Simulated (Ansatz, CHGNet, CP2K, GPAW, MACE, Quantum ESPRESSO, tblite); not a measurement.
## CP2K runs on generalised stacking fault on (111) (glide set) of a Ge-Sn solid solution (48 atoms)

Aim: run generalised stacking fault on (111) (glide set) of a Ge-Sn solid solution (48 atoms) in CP2K and see how near its forces come to a plane-wave reference, and at what cost.

Main program and level: CP2K 2026.2; the method is named at each step.

### Step 1. The starting structure

The cell holds 48 atoms: 34 Ge and 14 Sn. Its edges and angles: a = 8.334 Å, b = 7.218 Å, c = 20.867 Å, α = 90.0°, β = 79.5°, γ = 90.0°. Diamond-structure Ge lattice (a = 5.8932 Å, the value set for the mixture), cell with z along [111], 2 x 1 x 2 periods; the third cell vector is tilted by 0.917 of 1/2[1-10] and lengthened by 0.1 Å, so the cell holds one fault (glide set); displaced by a Gaussian of 0.01 Å; 14 of 48 Ge sites given to Sn at random (lattice constant by Vegard's rule between Ge and Sn). Then every atom was moved at random, 0.05 Å r.m.s. a Cartesian component. The structure's axis is c.

The yardstick, on the same geometry:

- method: Kohn-Sham DFT, PBE, PAW, plane waves (Ansatz 0.2.0); cutoff 420 eV, Γ point, fermi-dirac smearing of 0.05 eV; PAW set soft_2
- r.m.s. force component: 1.174 eV/Å
- longest force: 5.181 eV/Å
- pressure: 8.487 GPa
- SCF cycles: 10
- time: 17 s on 4 threads of Arm Neoverse V2, shared host
- CPU time: 63 s

### Step 2. PBE, DZVP-MOLOPT-SR, 350/50 Ry, diagonalisation

Method: Kohn-Sham DFT, PBE, GTH-PBE pseudopotentials, Gaussian and plane waves, DZVP-MOLOPT-SR-GTH, diagonalisation.

The input, input.inp:

```
&GLOBAL
  PROJECT cell
  RUN_TYPE ENERGY_FORCE
  PRINT_LEVEL LOW
&END GLOBAL
&FORCE_EVAL
  METHOD QS
  STRESS_TENSOR ANALYTICAL
  &DFT
    BASIS_SET_FILE_NAME BASIS_MOLOPT
    POTENTIAL_FILE_NAME GTH_POTENTIALS
    &MGRID
      CUTOFF 350
      REL_CUTOFF 50
    &END MGRID
    &QS
      EPS_DEFAULT 1.0E-12
    &END QS
    &SCF
      SCF_GUESS ATOMIC
      EPS_SCF 5.0E-06
      MAX_SCF 200
      ADDED_MOS 21
      &DIAGONALIZATION
        ALGORITHM STANDARD
      &END DIAGONALIZATION
      &SMEAR ON
        METHOD FERMI_DIRAC
        ELECTRONIC_TEMPERATURE [K] 580
      &END SMEAR
      &MIXING
        METHOD BROYDEN_MIXING
        ALPHA 0.15
        NBROYDEN 12
      &END MIXING
      &PRINT
        &RESTART OFF
        &END RESTART
      &END PRINT
    &END SCF
    &XC
      &XC_FUNCTIONAL PBE
      &END XC_FUNCTIONAL
    &END XC
    &PRINT
      &MULLIKEN ON
      &END MULLIKEN
      &HIRSHFELD ON
        SHAPE_FUNCTION DENSITY
      &END HIRSHFELD
      &MO ON
        EIGENVALUES T
        OCCUPATION_NUMBERS T
        MO_INDEX_RANGE 85 108
        &EACH
          QS_SCF 0
        &END EACH
        ADD_LAST NUMERIC
      &END MO
    &END PRINT
  &END DFT
  &SUBSYS
    &CELL
      A 8.33424 0.00000 0.00000
      B 0.00000 7.21767 0.00000
      C 3.81983 0.00000 20.51464
    &END CELL
    &TOPOLOGY
      COORD_FILE_NAME structure.xyz
      COORD_FILE_FORMAT XYZ
    &END TOPOLOGY
    &KIND Ge
      BASIS_SET DZVP-MOLOPT-SR-GTH-q4
      POTENTIAL GTH-PBE-q4
    &END KIND
    &KIND Sn
      BASIS_SET DZVP-MOLOPT-SR-GTH-q4
      POTENTIAL GTH-PBE-q4
    &END KIND
  &END SUBSYS
  &PRINT
    &FORCES ON
    &END FORCES
    &STRESS_TENSOR ON
    &END STRESS_TENSOR
  &END PRINT
&END FORCE_EVAL
```

The input, structure.xyz:

```xyz
48

Ge 6.28357 3.57765 0.39327
Sn 6.28492 3.53348 2.93031
Sn 6.31692 6.05353 3.85060
Ge 6.23705 5.95443 6.42724
Sn 2.08177 3.57340 0.34670
Ge 2.15423 3.59909 2.94159
Ge 2.02997 5.89842 3.88917
Ge 1.99748 6.00041 6.37246
Ge 4.19331 0.03313 0.39265
Ge 4.25518 7.16751 2.96826
Sn 4.17661 2.45798 3.95892
Ge 4.19458 2.46418 6.39277
Sn 4.13900 4.73328 7.19715
Sn 4.15049 4.78799 9.79000
Ge 6.33364 1.13527 7.21992
Ge 6.21977 1.16941 9.76435
Ge 6.38688 3.62710 10.65243
Ge 6.37776 3.60429 13.16999
Ge 6.20642 5.96143 14.10730
Ge 6.29669 6.00900 16.53870
Ge 8.34854 0.01234 0.48230
Sn 8.39584 7.14311 2.93359
Ge 8.32431 2.35051 3.82372
Ge 8.41127 2.38659 6.38641
Ge 8.30071 4.87084 7.19182
Ge 8.32732 4.85049 9.76251
Sn 2.11768 1.19712 7.22751
Ge 2.09978 1.06677 9.79143
Ge 2.08708 3.64608 10.63007
Ge 10.41627 3.66578 13.19809
Ge 10.45140 6.00488 14.04966
Ge 10.38775 6.00279 16.51470
Ge 4.08834 0.02649 10.61325
Ge 4.10944 0.01213 13.15747
Ge 4.16108 2.44203 14.03058
Ge 4.02488 2.42276 16.54013
Ge 4.14019 4.81159 17.45529
Ge 4.12130 4.74468 20.00362
Sn 6.25073 1.18435 17.34595
Sn 6.27787 1.23206 19.94495
Sn 8.32664 0.09361 10.50678
Sn 8.38477 7.14557 13.20199
Sn 8.29622 2.29594 13.99222
Ge 8.36767 2.41438 16.53111
Sn 8.34840 4.79823 17.43293
Ge 8.33528 4.84724 20.00239
Ge 10.35546 1.21019 17.43519
Ge 10.44735 1.20614 20.00239
```

The run is started by

```
$ OMP_NUM_THREADS=2 cp2k.psmp -i input.inp > output.txt
```

Numbers of over 12 decimals in the logs are rounded to 6 here.

Output:

```text
CP2K| version string:                                       CP2K version 2026.2
 CP2K| Input file name                                                 input.inp
 GLOBAL| Basis set file name                                        BASIS_MOLOPT
 GLOBAL| Potential file name                                      GTH_POTENTIALS
 GLOBAL| Run type                                                   ENERGY_FORCE
 GLOBAL| Total number of message passing processes                             1
 GLOBAL| Number of threads for this process                                    2
 TOTAL NUMBERS AND MAXIMUM NUMBERS
  Total number of            - Atomic kinds:                                   2
                             - Atoms:                                         48
                             - Shell sets:                                    48
                             - Shells:                                       240
                             - Primitive Cartesian functions:                206
                             - Cartesian basis functions:                    672
                             - Spherical basis functions:                    624
  Maximum angular momentum of- Orbital basis functions:                        2
                             - Local part of the GTH pseudopotential:          0
                             - Non-local part of the GTH pseudopotential:      4
 SCF PARAMETERS         Density guess:                                    ATOMIC
                        max_scf:                                             200
                        eps_scf:                                        5.00E-06
                        added MOs                                        21    0
                        Mixing method:                            BROYDEN_MIXING
                                                charge density mixing in g-space
                        Smear method:                                FERMI_DIRAC
                        Electronic temperature [K]:                        580.0
                        Electronic temperature [a.u.]:                  1.84E-03
                        Accuracy threshold:                             1.00E-10
 Extrapolation method: initial_guess
 Number of electrons:                                                        192
 Number of occupied orbitals:                                                 96
 Number of molecular orbitals:                                               117
 Number of orbital functions:                                                624
 Number of independent orbital functions:                                    624
 SCF WAVEFUNCTION OPTIMIZATION
  Step     Update method      Time    Convergence         Total energy    Change
     1 NoMix/Diag. 0.15E+00    2.1     0.61863269      -183.5312026098 -1.84E+02
     2 Broy./Diag. 0.15E+00    3.5     0.05048844      -180.6133078284  2.92E+00
     3 Broy./Diag. 0.15E+00    3.6     0.18282999      -180.9109785919 -2.98E-01
     4 Broy./Diag. 0.15E+00    3.6     0.20847649      -181.4757528867 -5.65E-01
[...]
16 Broy./Diag. 0.15E+00    3.8     0.00001036      -181.5864791359 -1.18E-04
    17 Broy./Diag. 0.15E+00    3.8     0.00000481      -181.5865426253 -6.35E-05
  *** SCF run converged in    17 steps ***
  Electronic density on regular grids:       -192.0000000000        0.0000000000
  Core density on regular grids:              191.9999999992       -0.0000000008
  Total charge density on r-space grids:       -0.0000000008
  Total charge density g-space grids:          -0.0000000008
  Overlap energy of the core charge distribution:               1.60152e-06
  Self energy of the core charge distribution:               -388.629397
  Core Hamiltonian energy:                                     91.941905
  Hartree energy:                                             169.748914
  Exchange-correlation energy:                                -54.639079
  Electronic entropic energy:                                  -0.00888774
  Fermi energy:                                                 0.156921
  Total energy:                                              -181.586543
  Total energy (extrapolated to T->0):                       -181.582099
 MO| EIGENVALUES AND OCCUPATION NUMBERS
 MO|
 MO|  Index      Eigenvalue [a.u.]        Eigenvalue [eV]             Occupation
 MO|     85               0.113594               3.091047               2.000000
 MO|     86               0.115843               3.152246               2.000000
 MO|     87               0.117287               3.191537               2.000000
[...]
MO|    107               0.192762               5.245332               0.000000
 MO|    108               0.199944               5.440745               0.000000
 MO| Sum:                                                             192.000000
 MO| E(Fermi):            0.156921 a.u.          4.270038 eV
 !-----------------------------------------------------------------------------!
                     Mulliken Population Analysis
 #  Atom  Element  Kind  Atomic population                           Net charge
       1     Ge       1          4.013831                             -0.013831
       2     Sn       2          3.958205                              0.041795
       3     Sn       2          3.964624                              0.035376
[...]
47     Ge       1          3.997408                              0.002592
      48     Ge       1          3.987764                              0.012236
 # Total charge                            192.000000                  0.000000
 !-----------------------------------------------------------------------------!
 !-----------------------------------------------------------------------------!
                           Hirshfeld Charges
  #Atom  Element  Kind  Ref Charge     Population                    Net charge
      1       Ge     1       4.000          4.015                        -0.015
      2       Sn     2       4.000          3.963                         0.037
      3       Sn     2       4.000          3.952                         0.048
[...]
47       Ge     1       4.000          4.007                        -0.007
     48       Ge     1       4.000          3.985                         0.015
  Total Charge                                                           -0.000
 !-----------------------------------------------------------------------------!
 ENERGY| Total FORCE_EVAL ( QS ) energy [hartree]           -181.586608
 FORCES| Atomic forces [hartree/bohr]
 FORCES|   Atom     x               y               z               |f|
 FORCES|      1  2.56985386E-02 -1.28087316E-02 -8.62623083E-03   2.99815001E-02
 FORCES|      2  1.98709509E-02  8.72661834E-03 -1.69202734E-02   2.75191608E-02
 FORCES|      3 -3.05278009E-02 -1.76367042E-02  2.52859072E-02   4.33863696E-02
[...]
FORCES|     47  1.32760527E-03 -1.13140240E-02  6.14082489E-03   1.29413835E-02
 FORCES|     48 -3.81305537E-02  1.63965181E-02 -2.09663266E-02   4.65013095E-02
 FORCES| Sum    -2.17815968E-06 -1.27554866E-06  9.22516732E-07
 FORCES| Total atomic force                                       2.68745997E-06
 STRESS| Analytical stress tensor [bar]
 STRESS|                        x                   y                   z
 STRESS|      x        1.66974310124E+05  -1.67062485333E+04   1.25801759548E+04
 STRESS|      y       -1.67062485333E+04   3.51240307788E+04  -1.41419393006E+04
 STRESS|      z        1.25801759548E+04  -1.41419393006E+04   6.58791244649E+04
 STRESS| 1/3 Trace                                             8.93258217892E+04
```

It took 73 s on 2 threads of Arm Neoverse V2, shared host; peak memory 1.7 GiB.

Banners, paths, timers and routine set-up lines are dropped from the logs unmarked, and long logs keep their key lines alone; longer cuts are marked.

Compared with the plane-wave run:

```
r.m.s. force component                  : 1.129 eV/Å
r.m.s. difference of force components   : 57.95 meV/Å
longest difference of force vectors     : 249.1 meV/Å
force difference over r.m.s. force      : 4.936 %
slope of forces against the reference's : 0.9614
correlation of force components         : 0.9995
pressure                                : 8.933 GPa
pressure difference                     : 0.4452 GPa
```

Length of the force difference by element (eV/Å):

| element | atoms | mean | most |
| --- | --- | --- | --- |
| Ge | 34 | 0.045 | 0.25 |
| Sn | 14 | 0.14 | 0.24 |

Local excerpt of 9 atoms (numbers count through the whole input) about Ge4, picked at random; x, y, z are measured from there.

| atom | x | y | z | distance (Å) | bonds | Hirshfeld charge (e) | Fx | Fy | Fz (eV/Å) |
| --- | --- | --- | --- | --- | --- | --- | --- | --- | --- |
| Ge4 | 0.00 | 0.00 | 0.00 | 0.00 | 4 | -0.05 | 0.54 | 0.83 | 0.10 |
| Ge25 | 2.06 | -1.08 | 0.76 | 2.45 | 4 | 0.00 | -0.04 | -0.80 | 0.73 |
| Ge15 | 0.10 | 2.40 | 0.79 | 2.53 | 4 | 0.01 | -0.31 | 0.42 | 0.32 |
| Sn13 | -2.10 | -1.22 | 0.77 | 2.55 | 4 | 0.07 | -0.47 | 1.52 | -0.37 |
| Sn3 | 0.08 | 0.10 | -2.58 | 2.58 | 4 | 0.05 | -1.57 | -0.91 | 1.30 |
| Ge12 | -2.04 | -3.49 | -0.03 | 4.04 | 4 | -0.08 | 1.27 | -2.24 | 0.80 |
| Ge26 | 2.09 | -1.10 | 3.34 | 4.09 | 4 | -0.02 | 0.54 | -0.90 | -0.99 |
| Ge8 | 4.09 | 0.05 | -0.05 | 4.10 | 4 | -0.05 | -0.09 | -0.50 | -0.71 |
| Sn14 | -2.09 | -1.17 | 3.36 | 4.13 | 4 | 0.06 | 1.08 | 0.19 | 0.96 |

Forces lie 4.9 % from the reference's, at 2.2 times its CPU time (on 2 against 4 cores).

The difference per atom is largest on Sn (0.14 eV/Å on average, against 0.045 on Ge).

### Step 3. PBE, TZV2P-MOLOPT (SR for Ge, Sn), 350/50 Ry, diagonalisation

Method: Kohn-Sham DFT, PBE, GTH-PBE pseudopotentials, Gaussian and plane waves, TZV2P-MOLOPT-GTH, diagonalisation.

Changes to input.inp since step 2:

```diff
@@ -10,2 +10,3 @@
     BASIS_SET_FILE_NAME BASIS_MOLOPT
+    BASIS_SET_FILE_NAME BASIS_MOLOPT_UCL
     POTENTIAL_FILE_NAME GTH_POTENTIALS
@@ -67,8 +68,32 @@
     &END CELL
-    &TOPOLOGY
-      COORD_FILE_NAME structure.xyz
-      COORD_FILE_FORMAT XYZ
-    &END TOPOLOGY
+    &COORD
+      SCALED
+      Ge 0.74516 0.49568 0.01917
+      Sn 0.68864 0.48956 0.14284
+      Sn 0.67192 0.83871 0.18770
+      Ge 0.60477 0.82498 0.31330
+      Sn 0.24204 0.49509 0.01690
+      Ge 0.19276 0.49865 0.14339
+      Ge 0.15668 0.81722 0.18958
+      Ge 0.09730 0.83135 0.31063
+      Ge 0.49437 0.00459 0.01914
+      Ge 0.44425 0.99305 0.14469
+      Sn 0.41269 0.34055 0.19298
+      Ge 0.36047 0.34141 0.31162
+      Sn 0.33583 0.65579 0.35083
+      Sn 0.27928 0.66337 0.47722
+      Ge 0.59865 0.15729 0.35194
+      Ge 0.52814 0.16202 0.47597
+      Ge 0.52835 0.50253 0.51926
+      Ge 0.47101 0.49937 0.64198
+      Ge 0.42951 0.82595 0.68767
+      Ge 0.38602 0.83254 0.80619
+[... 24 atom lines left out ...]
+      Sn 0.61222 0.66479 0.84978
+      Ge 0.55324 0.67158 0.97503
+      Ge 0.85299 0.16767 0.84989
+      Ge 0.80666 0.16711 0.97503
+    &END COORD
     &KIND Ge
-      BASIS_SET DZVP-MOLOPT-SR-GTH-q4
+      BASIS_SET TZV2P-MOLOPT-SR-GTH-q4
       POTENTIAL GTH-PBE-q4
@@ -76,3 +101,3 @@
     &KIND Sn
-      BASIS_SET DZVP-MOLOPT-SR-GTH-q4
+      BASIS_SET TZV2P-MOLOPT-SR-GTH-q4
       POTENTIAL GTH-PBE-q4
```

The run is started by

```
$ OMP_NUM_THREADS=1 mpirun -np 4 cp2k.psmp -i input.inp > output.txt
```

Output:

```text
CP2K| version string:                                       CP2K version 2026.2
 CP2K| Input file name                                                 input.inp
 GLOBAL| Basis set file name                                        BASIS_MOLOPT
 GLOBAL| Potential file name                                      GTH_POTENTIALS
[... lines left out ...]
 Number of electrons:                                                        192
[... lines left out ...]
  Step     Update method      Time    Convergence         Total energy    Change
[... lines left out ...]
  *** SCF run converged in    19 steps ***
[... lines left out ...]
  Fermi energy:                                                 0.154341
  Total energy:                                              -181.697030
  Total energy (extrapolated to T->0):                       -181.692541
[... lines left out ...]
 MO| E(Fermi):            0.154341 a.u.          4.199843 eV
[... lines left out ...]
 ENERGY| Total FORCE_EVAL ( QS ) energy [hartree]           -181.697042
[... lines left out ...]
 FORCES|      1  2.55460142E-02 -1.28690565E-02 -8.65150571E-03   2.98841096E-02
 FORCES|      2  1.99248075E-02  8.30251348E-03 -1.70894903E-02   2.75314431E-02
 FORCES|      3 -3.04226101E-02 -1.72124709E-02  2.55899045E-02   4.33202906E-02
[...]
FORCES|     47  1.10171501E-03 -1.13502348E-02  5.89389337E-03   1.28366501E-02
 FORCES|     48 -3.77937793E-02  1.65396182E-02 -2.08905375E-02   4.62422240E-02
 FORCES| Sum     1.50479469E-06 -2.19237287E-06  9.73683406E-07
 FORCES| Total atomic force                                       2.83177775E-06
 STRESS| Analytical stress tensor [bar]
 STRESS|                        x                   y                   z
 STRESS|      x        1.63091168085E+05  -1.66369298926E+04   1.24496158333E+04
 STRESS|      y       -1.66369298926E+04   3.25444559976E+04  -1.39799567017E+04
 STRESS|      z        1.24496158333E+04  -1.39799567017E+04   6.33775871267E+04
 STRESS| 1/3 Trace                                             8.63377370699E+04
```

Wall time 50 s (4 MPI ranks); peak memory 3.6 GiB.

Compared with the plane-wave run:

```yaml
r_m_s_force_component: 1.128 eV/Å
r_m_s_difference_of_force_components: 58.26 meV/Å
longest_difference_of_force_vectors: 261.6 meV/Å
force_difference_over_r_m_s_force: 4.962 %
slope_of_forces_against_the_reference_s: 0.96
correlation_of_force_components: 0.9995
pressure: 8.634 GPa
pressure_difference: 0.1464 GPa
```

Against the first run (4.9 %), the force difference from the reference is 5.0 %, at 1.5 times the CPU time (on 4 against 2 cores), with 1056 basis functions against 624: size alone doesn't set the difference here.

The difference per atom is largest on Sn (0.14 eV/Å on average, against 0.048 on Ge).

[end of part 1 of 3]

[Also dropped from logs without a mark: logging warnings of Python, and SIESTA's first energy breakdown and zero terms.]

[Logs are printed without paths, hosts, clocks, repeated set-up lines and the standing remarks that a program may print on its own settings, such as how far it seeks lower states.]

[Hosts, paths, dates, database ids (printed as entryN), source tags and the programs' standing remarks are cut or masked in the printed files.]
